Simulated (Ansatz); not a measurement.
# CaTiSe3 (model cell, started as cubic perovskite with Ti in the octahedra): following an unstable mode, part 3 of 3

Aim: this structure of CaTiSe3 (model cell, started as cubic perovskite with Ti in the octahedra) is to be tested for unstable modes, and one is followed downhill.

Ansatz 0.2.0; DFT PBEsol, scalar-relativistic, plane waves, PAW; PAW set soft_1.

So far. Step 5 (Energy along the mode, all amplitudes (two of the runs …): The lowest of the steps tried is the last one, at 0.6 Å, 122 meV/atom below the parent; the bottom of the well need not coincide with a step. Step 7 (The new phase in its own primitive cell): The largest force component left is 0.34 meV/Å and the pressure is 0.000 GPa, within the tolerances set. The cell now holds 22.52 Å³/atom. The relaxed cell has a = 6.589, c = 5.189 Å (conventional setting).

The structure was built from a prototype and need not be the compound's stable phase.

### Step 8. Modes of the new phase, k-mesh 6×6×8

A relaxed structure may still be a saddle point, so its zone-centre modes are computed. No field response is asked, since the mesh shows no gap.

Contents of input.yaml:

```yaml
crystal:
  lattice:
    - [6.588537019, 0.0, 0.0]
    - [0.0, 6.588537019, 0.0]
    - [0.0, 0.0, 5.1885213402]
  atoms:
    - { symbol: Ca, position: [0.5, 0.0, 0.0] }
    - { symbol: Ca, position: [0.0, 0.5, 0.0] }
    - { symbol: Ti, position: [0.0, 0.0, 0.5] }
    - { symbol: Ti, position: [0.5, 0.5, 0.5] }
    - { symbol: Se, position: [0.1602949958, 0.6602949958, 0.5] }
    - { symbol: Se, position: [0.8397050042, 0.3397050042, 0.5] }
    - { symbol: Se, position: [0.3397050042, 0.1602949958, 0.5] }
    - { symbol: Se, position: [0.6602949958, 0.8397050042, 0.5] }
    - { symbol: Se, position: [0.0, 0.0, 0.0] }
    - { symbol: Se, position: [0.5, 0.5, 0.0] }
kpoints:
  mp_grid: { grid: [6, 6, 8] }
hamiltonian:
  xc: pbesol
  pseudopotentials: { kind: paw, azcp: { folder: soft_1 }, xc_functional: pbe }
scf:
  occupations: { method: methfessel_paxton, width: 0.2 }
output:
  eigenvalues: true
phonons:
  method: dfpt
```

The run is started by

```console
ansatz run input.yaml --threads 4 --pin off --max-ram 16384MiB --backend cpu --events-out ev --progress --plain --runs-dir out
```

Numbers of over 12 decimals in the logs are rounded to 6 here.

Output:

```text
zone centre: on kpoints.mp_grid the ground state, and the responses unless they are solved on pairs of k-points, stand on 100 of the mesh's 288 k-points, reduced under 2 symmetry operations, with k and −k counted as one. Each operation leaves every solved displacement unchanged or reverses it
[...]
Crystal: 10 atoms, lattice volume = 225.228 Å³
Basis set: ecut = 420 eV, 4385 PW (Γ), exchange–correlation on 96×96×72 points (8 copies of the dense FFT grid, shifted against one another)
Bands: 84, of which v1, the nominal top of the filled ones, is band 70 counted from 1 (69 counted from 0)
Symmetry: 16 space group operations
k-points: 100 of 288 (irreducible under 2 space group operations, time reversal used)
[...]
SCF iter   1: F=—  HF=-41099.415004 eV  |F-HF|=—  |Δ(HF+E_count)|=         —  Δρ=1.00e-1  dr2=4.16e1  ethr=3.10e-3  ⟨swp⟩=7.8  Hψ=32888  notcnv=0
[...]
SCF iter  16: F=-41093.803473 eV  HF=-41093.803473 eV  |F-HF|=0.00e0  |Δ(HF+E_count)|=    0.00e0  S|Δr|=    0.00e0  Δρ=2.15e-8  dr2=1.40e-12  ethr=1.00e-12  ⟨swp⟩=12.3  Hψ=45850  notcnv=0
SCF 1 converged in 16 iterations: F = -41093.803473 eV  dr2 = 1.40e-12
[...]
DFPT response loops at Γ: preconditioner auto → Kerker (q_TF=auto, 2.520 Å⁻¹) (partly filled bands, converged f_vac=0.020); β = 1.00, the filter's whole step (`scf.mixing.beta` (0.50) is not read by the response loops under this deck's `scf.mixing.preconditioner`; to damp them name `kerker` or `kerker_dos`, under which they read `scf.mixing.beta`, and type it under 1.00, their step now; both keys bind the ground state too); Broyden in place of MSR1
SCF converged after 16 iterations
[...]
Free energy (F): -41093.803473 eV
[...]
Internal energy: -41093.803979 eV  (E = F + TS)
E sigma→0 (E₀):  -41093.803599 eV
Entropy (-TS):   0.000506 eV (0.051 meV/atom)
Fermi energy:    9.334741 eV
[...]
--- Band table (eV; the first three rows and the last of 100) ---
  k-point 0: bands = [... 66 lower, 8.0986, 8.5342, 9.0547, 9.0547, 9.5039, 9.8075, 9.8944, 9.8944, ... 10 higher]
  k-point 1: bands = [... 66 lower, 7.7534, 7.9716, 9.4145, 9.4145, 9.5086, 9.8286, 9.8610, 9.8610, ... 10 higher]
  k-point 2: bands = [... 66 lower, 8.1548, 8.1548, 9.5201, 9.7574, 9.7574, 9.8707, 9.9935, 9.9935, ... 10 higher]
  k-point 99: bands = [... 66 lower, 7.5289, 7.5289, 8.2401, 8.2401, 10.4141, 10.4141, 10.4505, 10.4505, ... 10 higher]
--- Phonons (Γ-DFPT): 8 representative perturbations + reference, on 100 of 288 k-points (Σ response iterations 30) ---
  k mesh reduced under 2 symmetry operations, with k and −k counted as one. Each operation leaves every solved displacement unchanged or reverses it
  ASR residual: 4.288e-5 → 0.000e0 eV/Å²; symmetrization residual: 1.022e-5 eV/Å²
  ASR residual per site (eV/Å²): 1.52e-5 1.52e-5 2.01e-5 2.01e-5 3.00e-5 3.00e-5 3.00e-5 3.00e-5 4.29e-5 4.29e-5
  Γ frequencies (cm⁻¹): -106.89 -97.36 -54.59 -54.59 0.00 0.00 0.00 23.77 50.10 50.10 55.18 55.18 98.81 98.81 117.50 117.50 134.98 134.98 138.95 161.66 164.38 168.52 179.32 189.94 202.02 242.47 259.56 259.56 271.19 271.19
  non-analytic LO–TO correction: not included (Born effective charges unavailable; polar crystals: no LO–TO splitting at Γ)
```

Wall time 12 min (4 threads of Arm Neoverse V1, shared host); peak memory 5.6 GiB; 49 min of CPU time.

This step gave:

* sum-rule residual before enforcement: 4.29e-5 eV/Å²
* point group: 4/mmm
* highest optical mode at the zone centre (no LO-TO term): 271.2 cm⁻¹
* lowest optical zone-centre mode: -106.9 cm⁻¹

Patterns of degenerate modes are one choice out of their space. The modes at Γ (shares of kinetic energy by element, %) (negative means imaginary):

```tsv
mode	frequency (cm⁻¹)	symmetry	Ca %	Ti %	Se %
1	-106.9	A2u	5	79	17
2	-97.4	A1u	0	94	6
3	-54.6	Eu	88	3	10
4	-54.6	Eu	88	3	10
5	0.0	acoustic	12	15	73
6	0.0	acoustic	12	15	73
7	0.0	acoustic	12	15	73
8	23.8	B1u	24	0	76
9	50.1	Eu	2	4	94
10	50.1	Eu	2	4	94
11	55.2	Eu	45	0	55
12	55.2	Eu	45	0	55
13	98.8	Eu	46	9	45
14	98.8	Eu	46	9	45
15	117.5	Eg	0	0	100
16	117.5	Eg	0	0	100
17	135.0	Eu	6	15	79
18	135.0	Eu	6	15	79
19	138.9	A1g	0	0	100
20	161.7	A2u	61	3	36
21	164.4	B2g	0	0	100
22	168.5	A1u	0	6	94
23	179.3	B1u	76	0	24
24	189.9	A2u	22	3	75
25	202.0	B1g	0	0	100
26	242.5	A2g	0	0	100
27	259.6	Eu	0	60	40
28	259.6	Eu	0	60	40
29	271.2	Eu	1	94	5
30	271.2	Eu	1	94	5
```

Displacements in mode 1 (-106.9 cm⁻¹), the largest set to 1:
```
Ca1  0.00  0.00 -0.27
Ca2  0.00  0.00 -0.27
Ti3  0.00  0.00  1.00
Ti4  0.00  0.00  1.00
Se5  0.00  0.00 -0.25
Se6  0.00  0.00 -0.25
Se7  0.00  0.00 -0.25
Se8  0.00  0.00 -0.25
Se9  0.00  0.00  0.03
Se10 0.00  0.00  0.03
```

Displacements in mode 25 (202.0 cm⁻¹), the largest set to 1:
```
Ca1  0.00  0.00  0.00
Ca2  0.00  0.00  0.00
Ti3  0.00  0.00  0.00
Ti4  0.00  0.00  0.00
Se5 -1.00  1.00  0.00
Se6  1.00 -1.00  0.00
Se7  1.00  1.00  0.00
Se8 -1.00 -1.00  0.00
Se9  0.00  0.00  0.00
Se10 0.00  0.00  0.00
```

Before it was imposed, the acoustic sum rule was missed by 4.3e-5 eV/Å². Small misses are needed for a sound result but don't prove that mesh and cutoff are converged. The lowest optical mode is imaginary, 106.9i cm⁻¹, so the energy falls along it.

### Step 9. The phases reached

The phases reached along the modes that were followed are set side by side.

Energies are those of the first relaxation, on the mesh of the frozen mode; space group, volume and gap are those of the last relaxation. Phases, by row:

```tsv
mode frozen in	space group	energy from parent (meV/atom)	volume (Å³/atom)	gap on mesh (eV)	lowest zone-centre optical mode (cm⁻¹)	largest shift (Å)
parent	Pm-3m	0	23.83	0	–	–
q = (-0.5, -0.5, -0.5), 104i cm⁻¹	I4/mcm	-179.5	22.5	0	-112.3	0.832
q = (-0.5, -0.5, -0.5), 104i cm⁻¹	R-3c	-174	22.88	0	-134.8	0.659
q = (-0.5, -0.5, -0.5), 104i cm⁻¹	Imma	-181.1	23.01	0	–	0.796
q = (0, -0.5, -0.5), 101i cm⁻¹	P4/mbm	-173.2	22.52	0	-106.9	0.836
```

### Step 10. Results

```json
{"unstable mode of the parent": "q = (0, -0.5, -0.5), 101i cm⁻¹", "depth at the lowest point sampled": "122 meV/atom", "largest atomic shift at that point": "0.6 Å", "space group reached (within 0.01 Å)": "P4/mbm", "energy gained over the parent (first relaxation, on the mesh of the frozen mode)": "173 meV/atom", "volume per atom, phase reached": "22.5 Å³", "lowest optical zone-centre mode, phase reached": "-107 cm⁻¹", "highest optical mode at the zone centre (no LO-TO term), phase reached": "271 cm⁻¹"}
```

**Reading.** Along this mode the structure falls into P4/mbm, 173 meV/atom below the parent. At the parent's cell the well is 121.8 meV/atom deep on the steps tried, with its lowest point at a shift of 0.6 Å. That is the last step tried, so the steps alone don't bracket the bottom of the well. Relaxing atoms and cell changes the gain by +51.37 meV/atom against the lowest step (energies at zero smearing). The new phase still has an imaginary mode at the zone centre of its cell, so it is a saddle point on the way to a lower structure. Of the 4 patterns followed to their end from this parent, this one ends 7.90 meV/atom above the lowest, Imma. Another end point lies within 1 meV/atom; how such a difference moves with mesh and cutoff was not tested. Each path keeps the symmetry of its pattern, so a lower phase may lie along a pattern not tried. With no gap, or one that is small against the smearing, the frequencies hang on the k mesh and the smearing, most of all near Kohn anomalies. The PAW files were made for PBE and serve the other functionals too. The starting cell was built on a prototype and not taken from a measurement, so the phase need not exist.

[Logs are printed without paths, hosts, clocks, repeated set-up lines and the standing remarks that a program may print on its own settings, such as how far it seeks lower states.]

[Hosts, paths, dates, database ids (printed as entryN), source tags and the programs' standing remarks are cut or masked in the printed files.]
